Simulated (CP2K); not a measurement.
The C K edge of 2-boryloxazole was computed by TDDFT (CP2K XAS_TDP, aug-cc-pVDZ, TDA) at these levels: PBEh(45%), PBEh(45%) + GW2X and PBEh(60%). The first three lines of C2 (bonded to B, N and O) with a strength over 0.0015, energy in eV and strength:

| run | first | second | third |
| --- | --- | --- | --- |
| 1 | 287.37 (0.026) | 290.33 (0.036) | 291.94 (0.030) |
| 2 | 281.76 (0.027) | 284.73 (0.037) | 286.34 (0.031) |
| 3 | 285.97 (0.042) | 289.31 (0.031) | 290.49 (0.063) |

Question: Which run is which?

Run 1: PBEh(45%) + GW2X (45 % exact exchange). Run 2: PBEh(45%) (45 % exact exchange). Run 3: PBEh(60%) (60 % exact exchange). Self-interaction lifts the core level, so the uncorrected lines rise with the share of exact exchange. The GW2X run keeps the spacings of its parent: 2.96 eV between the first two lines in run 1, 2.97 eV in run 2. Its shift is +5.61 eV, since the Kohn–Sham level at this share of exchange lies that far above the quasiparticle level.

[Hosts, paths, dates, database ids (printed as entryN), source tags and the programs' standing remarks are cut or masked in the printed files.]
